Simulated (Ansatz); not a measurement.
## Localised basis functions on P6_3/mmc (COD entry) Sr2MgAl3, size series (48 atoms)

Aim: test how closely localised support functions follow the reference on P6_3/mmc (COD entry) Sr2MgAl3, size series (48 atoms), and at what cost. A setting counts as converged where the r.m.s. difference of forces stays under 1 % of the r.m.s. force.

Main program and level: Ansatz 0.2.0; Kohn-Sham DFT, PBE, PAW (set soft_2), plane waves.

### Step 1. The system as given

The cell holds 48 atoms: 16 Sr, 8 Mg and 24 Al. Cell: a = 12.740 Å, b = 12.740 Å, c = 10.140 Å, α = 90.0°, β = 90.0°, γ = 120.0°. It derives from Sr2MgAl3 (P6_3/mmc (measured, COD)), repeated 2×2×1. P6_3/mmc (COD entry) Sr2MgAl3 (cell 6.37, 6.37, 10.14, 90, 90, 120), 2 x 2 x 1 conventional cells; every coordinate displaced by a Gaussian of 0.08 Å.

### Step 2. Plane-wave single point

The first run uses the default basis; a harder plane-wave run follows as the reference for the support functions.

input.yaml reads:

```yaml
crystal:
  lattice:
    - [12.7398, 0.0, 0.0]
    - [-6.3699, 11.03299, 0.0]
    - [0.0, 0.0, 10.14]
  atoms:
    - { symbol: Sr, position: [0.1669, 0.32327, 0.05948] }
    - { symbol: Sr, position: [0.33194, 0.16829, 0.55517] }
    - { symbol: Sr, position: [0.34004, 0.16929, 0.93599] }
    - { symbol: Sr, position: [0.17512, 0.33472, 0.43734] }
    - { symbol: Mg, position: [0.99173, 0.9897, 0.98986] }
    - { symbol: Mg, position: [0.99749, 0.00195, 0.51628] }
    - { symbol: Al, position: [0.42288, 0.32746, 0.23916] }
    - { symbol: Al, position: [0.16216, 0.07646, 0.24413] }
    - { symbol: Al, position: [0.41225, 0.08331, 0.25548] }
    - { symbol: Al, position: [0.07971, 0.16295, 0.73324] }
    - { symbol: Al, position: [0.337, 0.40498, 0.73982] }
    - { symbol: Al, position: [0.07409, 0.42326, 0.76899] }
    - { symbol: Sr, position: [0.15622, 0.82192, 0.0539] }
    - { symbol: Sr, position: [0.3388, 0.67129, 0.55307] }
    - { symbol: Sr, position: [0.33253, 0.66459, 0.95521] }
    - { symbol: Sr, position: [0.1701, 0.83119, 0.43902] }
    - { symbol: Mg, position: [0.00925, 0.50397, 0.0022] }
    - { symbol: Mg, position: [0.01157, 0.4957, 0.50318] }
    - { symbol: Al, position: [0.41793, 0.82605, 0.25316] }
    - { symbol: Al, position: [0.16408, 0.58111, 0.24909] }
    - { symbol: Al, position: [0.41755, 0.58315, 0.25979] }
    - { symbol: Al, position: [0.07949, 0.66928, 0.74104] }
    - { symbol: Al, position: [0.32775, 0.91452, 0.75] }
    - { symbol: Al, position: [0.08753, 0.90736, 0.74227] }
    - { symbol: Sr, position: [0.67429, 0.34202, 0.04854] }
    - { symbol: Sr, position: [0.8342, 0.17121, 0.55398] }
    - { symbol: Sr, position: [0.82621, 0.15994, 0.94919] }
    - { symbol: Sr, position: [0.66476, 0.32714, 0.43963] }
    - { symbol: Mg, position: [0.49819, 0.99282, 0.99012] }
    - { symbol: Mg, position: [0.50588, 0.00122, 0.49048] }
    - { symbol: Al, position: [0.90626, 0.32657, 0.25154] }
    - { symbol: Al, position: [0.67679, 0.06955, 0.24494] }
    - { symbol: Al, position: [0.91396, 0.08098, 0.26026] }
    - { symbol: Al, position: [0.58512, 0.16433, 0.75128] }
    - { symbol: Al, position: [0.83631, 0.42032, 0.73519] }
    - { symbol: Al, position: [0.58506, 0.41298, 0.76255] }
    - { symbol: Sr, position: [0.66761, 0.83168, 0.0541] }
    - { symbol: Sr, position: [0.83114, 0.6834, 0.55686] }
    - { symbol: Sr, position: [0.83501, 0.65922, 0.92815] }
    - { symbol: Sr, position: [0.66044, 0.8256, 0.45027] }
    - { symbol: Mg, position: [0.49781, 0.49335, 0.00261] }
    - { symbol: Mg, position: [0.4915, 0.49609, 0.49784] }
    - { symbol: Al, position: [0.92657, 0.83097, 0.26087] }
    - { symbol: Al, position: [0.66506, 0.57213, 0.24909] }
    - { symbol: Al, position: [0.91574, 0.59302, 0.25888] }
    - { symbol: Al, position: [0.59532, 0.66441, 0.75874] }
    - { symbol: Al, position: [0.82589, 0.91577, 0.75104] }
    - { symbol: Al, position: [0.58559, 0.91154, 0.73759] }
kpoints:
  mp_grid: { grid: [2, 2, 2] }
hamiltonian:
  xc: pbe
scf:
  occupations: { method: methfessel_paxton, width: 0.15 }
output:
  forces: true
  stress: true
  populations: true
  dos:
    method: { smearing: { sigma: 0.15 } }
    de: 0.1
    projected: { site_lists: { Al: [Al], Mg: [Mg], Sr: [Sr] } }
  eigenvalues: true
  write_density: true
  write_potential: true
  volumetric_format: npy
```

On the command line:

```bash
> ansatz run input.yaml --threads 4 --pin off --max-ram 8192MiB --backend cpu --events-out ev --progress --plain --runs-dir out
```

The log of the run:

```text
Engine: ansatz 0.2.0, aarch64-unknown-linux-gnu
Pseudopotentials: kind: paw
Pseudopotential: Sr, paw, valence charge 10, recommended cutoff 420 eV (normal), Sr.paw.azcp
Pseudopotential: Mg, paw, valence charge 10, recommended cutoff 420 eV (normal), Mg.paw.azcp
Pseudopotential: Al, paw, valence charge 3, recommended cutoff 420 eV (normal), Al.paw.azcp
[... 5 lines on functional and potentials left out ...]
Crystal: 48 atoms, lattice volume = 1425.259 Å³
Basis set: ecut = 420 eV, 27825 PW (Γ), exchange–correlation on 180×180×144 points (8 copies of the dense FFT grid, shifted against one another)
Bands: 204, of which v1, the nominal top of the filled ones, is band 156 counted from 1 (155 counted from 0)
Symmetry: 1 space group operations
Space group: P1 (ITA 1), of the structure as read, at distance tolerance 1.1e-4 Å
k-points: 8
[... 7 lines on functional and potentials left out ...]
Initial density: superposition of atomic densities (neutral atoms: chi_scale 0, normalization atom), corrected by the library's trained network
Initial wavefunctions: pseudopotential atomic-orbital guess
Functional: x = pbe(κ = 0.804, μ = 0.219515), c = pbe(β = 0.066725)
SCF iter   1: F=—  HF=-85003.003190 eV  |F-HF|=—  |Δ(HF+E_count)|=         —  Δρ=2.83e-3  dr2=4.72e-1  ethr=1.77e-3  ⟨swp⟩=12.5  Hψ=10312  notcnv=0
preconditioner: auto → Kerker (q_TF=auto, 2.118 Å⁻¹)  [metal: Δε(μ)=0.055 eV  Ē_g=4.252 eV  σ=0.150 eV  W_gap=0.30  n_scr=240 (ndim 8)  ℏωp=10.8 eV  f_vac=0.000  D(μ)=20.68/eV (n_scr^D=94)]
SCF iter   2: F=—  HF=-85002.938939 eV  |F-HF|=—  |Δ(HF+E_count)|=   6.43e-2  S|Δr|=    0.00e0  Δρ=1.83e-3  dr2=1.98e-1  ethr=1.51e-4  ⟨swp⟩=2.0  Hψ=1986  notcnv=0  defer=1
SCF iter   3: F=—  HF=-85002.897185 eV  |F-HF|=—  |Δ(HF+E_count)|=   4.18e-2  S|Δr|=    0.00e0  Δρ=2.75e-4  dr2=2.77e-3  ethr=6.34e-5  ⟨swp⟩=2.0  Hψ=1982  notcnv=0  defer=1
SCF iter   4: F=—  HF=-85002.897094 eV  |F-HF|=—  |Δ(HF+E_count)|=   9.08e-5  S|Δr|=    0.00e0  Δρ=1.03e-4  dr2=4.54e-4  ethr=8.89e-7  ⟨swp⟩=2.0  Hψ=2169  notcnv=0  defer=1
SCF iter   5: F=—  HF=-85002.897019 eV  |F-HF|=—  |Δ(HF+E_count)|=   7.54e-5  S|Δr|=    0.00e0  Δρ=2.54e-5  dr2=2.50e-5  ethr=1.46e-7  ⟨swp⟩=2.0  Hψ=1849  notcnv=0  defer=1
SCF iter   6: F=—  HF=-85002.896153 eV  |F-HF|=—  |Δ(HF+E_count)|=   8.65e-4  S|Δr|=    0.00e0  Δρ=7.44e-6  dr2=1.43e-6  ethr=8.01e-9  ⟨swp⟩=2.0  Hψ=2566  notcnv=0  defer=1
SCF iter   7: F=—  HF=-85002.896153 eV  |F-HF|=—  |Δ(HF+E_count)|=   1.26e-7  S|Δr|=    0.00e0  Δρ=2.57e-6  dr2=1.57e-7  ethr=4.58e-10  ⟨swp⟩=2.1  Hψ=2639  notcnv=0  defer=1
SCF iter   8: F=-85002.896153 eV  HF=-85002.896153 eV  |F-HF|=8.43e-9  |Δ(HF+E_count)|=   1.11e-8  S|Δr|=    0.00e0  Δρ=8.97e-7  dr2=1.44e-8  ethr=3.21e-11  ⟨swp⟩=18.6  Hψ=14058  notcnv=0
SCF 1 converged in 8 iterations: F = -85002.896153 eV  dr2 = 1.44e-8
  greatest PAW one-centre occupation: 1.000 electrons in one spin orbital (limit 2), on the Mg atom at site 5 (counted from 0), in its partial waves of l = 0
SCF converged after 8 iterations
Stability not checked: this state was not tested for a lower state beside it, because cold or Methfessel-Paxton smearing, or corrected tetrahedra, fill the levels in a way that the test cannot read (fill_not_monotonic; see scf.lower_state_search)
Free energy (F): -85002.896153 eV
Harris-Foulkes:  -85002.896153 eV  (|F-HF|=8.43e-9)
Internal energy: -85002.920959 eV  (E = F + TS)
E sigma→0 (E₀):  -85002.902355 eV
Entropy (-TS):   0.024805 eV (0.517 meV/atom)
Fermi energy:    5.535183 eV
Step filling:    the computed levels leave a gap of 0.0018 eV = 0.0 smearing widths at the electron count; against every level under it full and every level over it empty, smearing changes F+E_penalty+E_count by +14.079 meV and its σ→0 estimate by +7.878 meV
--- Per-component energies (eV) ---
  E_band       = -4678.896553
  E_kinetic    = 4950.863622
  E_local      = -26598.188232  (includes V_loc(G=0)·N_el)
  E_nonlocal   = 4244.834304
  E_hartree    = 8593.431989
  E_xc         = -3894.666423
  E_vxc        = -3502.318564  (∫ρ·V_xc dr)
  E_paw        = -56665.698465  (= ΣΔE_a)
  E_vpaw       = -960.954784  (= ΣTr[D̂ρ^β])
  E_aug_tail   = -0.000086  (compensation charges beyond the density's cutoff)
  E_ewald      = -15633.497669
  E_smearing   = 0.024805  (= −TS)
  E_closure    = 0.000000  (closes the sum)
  Σ components = -85002.896153   (vs F -85002.896153, Δ=0.00e0)
--- Forces (eV/Å), atoms counted from 1 ---
  atom   1  Sr    -0.15082103     0.10292565     0.09091484
  atom   2  Sr     0.14291326    -0.20084858     0.24874151
  atom   3  Sr    -0.03436166    -0.28501805    -0.20498853
  atom   4  Sr    -0.25745678    -0.06594062    -0.21799441
  atom   5  Mg     0.13595826     0.11328934     0.04647880
  atom   6  Mg     0.05376359    -0.12083447    -0.43247657
  atom   7  Al    -0.05619720    -0.06493962     0.23501324
  atom   8  Al     0.08623733    -0.03165598     0.07537808
  atom   9  Al    -0.08987881    -0.00245458    -0.22978526
  atom  10  Al     0.03473784     0.33648047     0.56025780
  atom  11  Al    -0.18929740     0.09202249     0.28785377
  atom  12  Al     0.32542627    -0.23245668    -0.50515971
  atom  13  Sr     0.15019346     0.37724727     0.36973955
  atom  14  Sr    -0.11444782    -0.18182738     0.53855159
[...]
atom  47  Al    -0.03923343    -0.03895224    -0.00653385
  atom  48  Al    -0.01036241     0.05374240     0.28161278
  max |Σ_I F_I| component: 5.66e-6 eV/Å
--- Stress (GPa, compression-positive) ---
       -3.425147      -0.039897      -0.020030
       -0.039897      -3.491242      -0.011911
       -0.020030      -0.011911      -5.378532
  P = ⅓ Tr σ = -4.0983 GPa (-40.983 kbar)
--- Band table (eV; the first three rows and the last of 8) ---
  k-point 0: bands = ["-70.4047", "-70.3721", "-70.3051", "-70.2957", [... 188 levels ...], "7.6139", "7.8333", "7.8354", "7.9171", "7.9822", "8.0144", "8.0490", "8.1207", "8.1469", "8.2135", "8.2936", "8.3044"]
[...]
--- Löwdin populations: 48 sites ---
  site symbol       q [e]
     0     Sr      8.5706
     1     Sr      8.5468
     2     Sr      8.5433
[...]
47     Al      4.1142
  spilling = 0.022285 (of n_electrons = 312.000000)
```

Wall time 69 s (4 threads of Arm Neoverse V2, shared host); peak memory 5.6 GiB; 4.6 min of CPU time.

Reading the cycles: dr2 is the Hartree energy of the density residual (eV), the measure of convergence; HF is the Harris–Foulkes estimate of the energy, which meets the free energy F at convergence.

The run gave:

- free energy: -85002.8962 eV
- free energy per atom: -1770.8937 eV/atom
- SCF cycles: 8
- pressure: -4.098 GPa
- r.m.s. force component: 0.2104 eV/Å
- longest force: 0.6884 eV/Å
- Fermi energy: 5.535 eV
- levels partly filled by over 2 per cent: 26
- spilling of the projection: 0.02228

The r.m.s. force component of 0.21 eV/Å sets the scale for the differences below.

### Step 3. Plane waves at 750 eV (750 eV)

The grid of the support functions holds more waves than the default cutoff, so they are judged against a harder plane-wave run.

input.yaml, the sections that differ from step 2:

```yaml
output:
  forces: true
  eigenvalues: true
basis:
  ecutwfc: "750 eV"
# crystal, kpoints, hamiltonian, scf: as in step 2
```

The log of the run:

```text
[...]
Crystal: 48 atoms, lattice volume = 1425.259 Å³
Basis set: ecut = 750 eV, 66561 PW (Γ), exchange–correlation on 240×240×192 points (8 copies of the dense FFT grid, shifted against one another)
Bands: 204, of which v1, the nominal top of the filled ones, is band 156 counted from 1 (155 counted from 0)
Symmetry: 1 space group operations
[...]
k-points: 8
[...]
SCF iter   1: F=—  HF=-85003.018577 eV  |F-HF|=—  |Δ(HF+E_count)|=         —  Δρ=2.81e-3  dr2=4.65e-1  ethr=1.77e-3  ⟨swp⟩=12.6  Hψ=10463  notcnv=0
[...]
SCF iter   7: F=—  HF=-85002.911544 eV  |F-HF|=—  |Δ(HF+E_count)|=   1.03e-7  S|Δr|=    0.00e0  Δρ=3.04e-6  dr2=1.79e-7  ethr=5.20e-10  ⟨swp⟩=2.1  Hψ=2635  notcnv=0
SCF iter   8: F=-85002.911544 eV  HF=-85002.911544 eV  |F-HF|=1.06e-8  |Δ(HF+E_count)|=   1.37e-8  S|Δr|=    0.00e0  Δρ=1.01e-6  dr2=1.99e-8  ethr=3.21e-11  ⟨swp⟩=13.2  Hψ=9056  notcnv=0
SCF 1 converged in 8 iterations: F = -85002.911544 eV  dr2 = 1.99e-8
[...]
SCF converged after 8 iterations
[...]
Free energy (F): -85002.911544 eV
[...]
Internal energy: -85002.936339 eV  (E = F + TS)
E sigma→0 (E₀):  -85002.917743 eV
Entropy (-TS):   0.024795 eV (0.517 meV/atom)
Fermi energy:    5.535102 eV
[...]
Σ components = -85002.911544   (vs F -85002.911544, Δ=0.00e0)
--- Forces (eV/Å), atoms counted from 1 ---
  atom   1  Sr    -0.15082974     0.10291063     0.09089974
  atom   2  Sr     0.14286910    -0.20079793     0.24867758
  atom   3  Sr    -0.03432569    -0.28492628    -0.20496161
  atom   4  Sr    -0.25744262    -0.06591707    -0.21784274
[...]
atom  48  Al    -0.01031554     0.05369106     0.28150192
  max |Σ_I F_I| component: 9.00e-6 eV/Å
--- Band table (eV; the first three rows and the last of 8) ---
[...]
```

The job ended after 1.7 min (4 threads; peak memory 5.8 GiB; 6.6 min of CPU time).

The program notes that it cut back its work space to fit the memory limit.

Forces differ from the reference by 0.077 meV/Å r.m.s., 0.037 % of their size, well within a tolerance of 1 %; the energy by -0.32 meV/atom. It took roughly 1.5 times the reference's time (one timing each, with unlike analyses asked), in 8 cycles against 8.

### Step 4. Support functions medium

With localised support functions most steps grow linearly with size, though the diagonalisation grows faster unless the density matrix is cut; this run measures error and cost at this size. The level medium gives here a grid of 54×54×48 points and a radius of 4.62 Å. Besides, the program derives a nominal cutoff of 420 eV for this run, against the reference's 750.

This step: Kohn-Sham DFT, PBE, PAW (set soft_2), localised support functions (medium) (Ansatz 0.2.0).

input.yaml, the sections that differ from step 3:

```yaml
scf:
  occupations: { method: methfessel_paxton, width: 0.15 }
  eigensolver: { kind: { support_functions: { accuracy: medium } } }
  max_iter: 150
output:
  forces: true
# crystal, kpoints, hamiltonian: as in step 3
# basis: removed
```

The log of the run:

```text
Warning: scf.eigensolver.kind.support_functions: disabling space-group detection — the functions' gradient is summed over unrotated k-points, so no spatial operation reduces the k-mesh or symmetrises the density; time reversal is kept, so that k and −k are solved as one point where they differ and the mesh holds both, and exact exchange and, on two spinor components, a DFT+U term hold to it where the run has them: [...]
settings of this run that can trade accuracy for cost: scf.eigensolver.kind.support_functions [...]
[...]
Crystal: 48 atoms, lattice volume = 1425.259 Å³
Basis set: ecut = 420 eV, 27825 PW (Γ), exchange–correlation on 180×180×144 points (8 copies of the dense FFT grid, shifted against one another)
Bands: 188, of which v1, the nominal top of the filled ones, is band 156 counted from 1 (155 counted from 0)
Symmetry: 1 space group operations
k-points: 8
[...]
Eigensolver: Support functions (medium, 54×54×48 points, laid for a spacing of at most 0.246777 Å, radius 4.616090 Å, 2 species' potentials softened for the grid, 3 wholly corrected for its errors in the mean over positions, 3 with the egg-box correction, energy correction by stochastic trace)
[...]
SCF iter   1: F=—  HF=-84985.260732 eV  |F-HF|=—  |Δ(HF+E_count)|=         —  Δρ=1.39e-2  dr2=8.32e0  ethr=1.00e-1
[...]
SCF iter  10: F=—  HF=-85002.887172 eV  |F-HF|=—  |Δ(HF+E_count)|=   1.72e-3  S|Δr|=    0.00e0  Δρ=6.76e-6  dr2=1.27e-6  ethr=1.77e-9  κ⁻¹=9.6e-8(r=7)
SCF iter  11: F=-85002.887171 eV  HF=-85002.887172 eV  |F-HF|=3.98e-8  |Δ(HF+E_count)|=   3.43e-8  S|Δr|=    0.00e0  Δρ=2.67e-6  dr2=8.20e-8  ethr=4.07e-10
SCF 1 converged in 11 iterations: F = -85002.912176 eV  dr2 = 8.20e-8
[...]
SCF converged after 11 iterations
[...]
Free energy (F): -85002.912176 eV
[...]
Internal energy: -85002.937168 eV  (E = F + TS)
E sigma→0 (E₀):  -85002.918424 eV
Entropy (-TS):   0.024992 eV (0.521 meV/atom)
Fermi energy:    5.535436 eV
[...]
Σ components = -85002.912176   (vs F -85002.912176, Δ=0.00e0)
--- Forces (eV/Å), atoms counted from 1 ---
  atom   1  Sr    -0.15080594     0.10313964     0.09049668
  atom   2  Sr     0.14300914    -0.20097392     0.24807093
  atom   3  Sr    -0.03407015    -0.28502761    -0.20434725
  atom   4  Sr    -0.25747742    -0.06572268    -0.21733105
[...]
atom  48  Al    -0.01000253     0.05375391     0.28149291
  max |Σ_I F_I| component: 3.47e-3 eV/Å
--- Band table (eV; the first three rows and the last of 8) ---
[...]
guard bands above this table: 23 of the run's 188 bands (output.publish_guard_bands: true publishes all)
[...]
```

Run time: 57 s. Hardware: 4 threads; peak memory 2.5 GiB.

The program notes that the band table was not solved further than the SCF left it and it switched symmetry off.

Keys that differ from the reference: basis.ecutwfc removed, support_functions.accuracy = "medium" and scf.max_iter = 150.

Forces differ from the reference by 0.25 meV/Å r.m.s., 0.12 % of their size, well within a tolerance of 1 %. It took 0.56 times the reference's time (shared host, so rough).

### Step 5. Support functions low

The level low is asked for. Here it resolves to the same grid and radius as in the run with support functions medium, so the basis is not new. Besides, the program derives a nominal cutoff of 420 eV for this run, against the reference's 750.

This step: Kohn-Sham DFT, PBE, PAW (set soft_2), localised support functions (low) (Ansatz 0.2.0).

input.yaml, the sections that differ from step 4:

```yaml
scf:
  occupations: { method: methfessel_paxton, width: 0.15 }
  eigensolver: { kind: { support_functions: { accuracy: low } } }
  max_iter: 150
# crystal, kpoints, hamiltonian, output: as in step 4
```

The log of the run:

```text
[...]
Crystal: 48 atoms, lattice volume = 1425.259 Å³
Basis set: ecut = 420 eV, 27825 PW (Γ), exchange–correlation on 180×180×144 points (8 copies of the dense FFT grid, shifted against one another)
Bands: 188, of which v1, the nominal top of the filled ones, is band 156 counted from 1 (155 counted from 0)
Symmetry: 1 space group operations
k-points: 8
[...]
Eigensolver: Support functions (low, 54×54×48 points, laid for a spacing of at most 0.246777 Å, radius 4.616090 Å, 2 species' potentials softened for the grid, 3 wholly corrected for its errors in the mean over positions, 3 with the egg-box correction, energy correction by stochastic trace)
[...]
SCF iter   1: F=—  HF=-84985.260732 eV  |F-HF|=—  |Δ(HF+E_count)|=         —  Δρ=1.39e-2  dr2=8.32e0  ethr=1.00e-1
[...]
SCF iter   8: F=—  HF=-85002.883159 eV  |F-HF|=—  |Δ(HF+E_count)|=   3.40e-3  S|Δr|=    0.00e0  Δρ=5.75e-5  dr2=4.64e-5  ethr=6.27e-8  κ⁻¹=1.9e-5(r=5)
SCF iter   9: F=-85002.885446 eV  HF=-85002.885447 eV  |F-HF|=1.62e-6  |Δ(HF+E_count)|=   2.29e-3  S|Δr|=    0.00e0  Δρ=1.47e-5  dr2=5.53e-6  ethr=1.49e-8
SCF 1 converged in 9 iterations: F = -85002.912091 eV  dr2 = 5.53e-6
[...]
SCF converged after 9 iterations
[...]
Free energy (F): -85002.912091 eV
[...]
Internal energy: -85002.937130 eV  (E = F + TS)
E sigma→0 (E₀):  -85002.918351 eV
Entropy (-TS):   0.025039 eV (0.522 meV/atom)
Fermi energy:    5.535357 eV
[...]
Σ components = -85002.912091   (vs F -85002.912091, Δ=0.00e0)
--- Forces (eV/Å), atoms counted from 1 ---
  atom   1  Sr    -0.15074021     0.10308598     0.09056463
  atom   2  Sr     0.14302441    -0.20102303     0.24805313
  atom   3  Sr    -0.03394587    -0.28499320    -0.20437073
  atom   4  Sr    -0.25740804    -0.06571499    -0.21730769
[...]
atom  48  Al    -0.00991587     0.05382058     0.28146736
  max |Σ_I F_I| component: 3.78e-3 eV/Å
--- Band table (eV; the first three rows and the last of 8) ---
[...]
```

Run time: 53 s. Hardware: 4 threads; peak memory 2.5 GiB.

Keys that differ from the reference: basis.ecutwfc removed, support_functions.accuracy = "low" and scf.max_iter = 150.

Forces differ from the reference by 0.28 meV/Å r.m.s., 0.13 % of their size, well within a tolerance of 1 %. It took 0.52 times the reference's time (shared host, so rough).

(Continued in part 2 of 3.)

[Long decimals in the printed logs are rounded to 6 places.]

[Logs are printed without paths, hosts, clocks, repeated set-up lines and the standing remarks that a program may print on its own settings, such as how far it seeks lower states.]

[Hosts, paths, dates, database ids (printed as entryN), source tags and the programs' standing remarks are cut or masked in the printed files.]
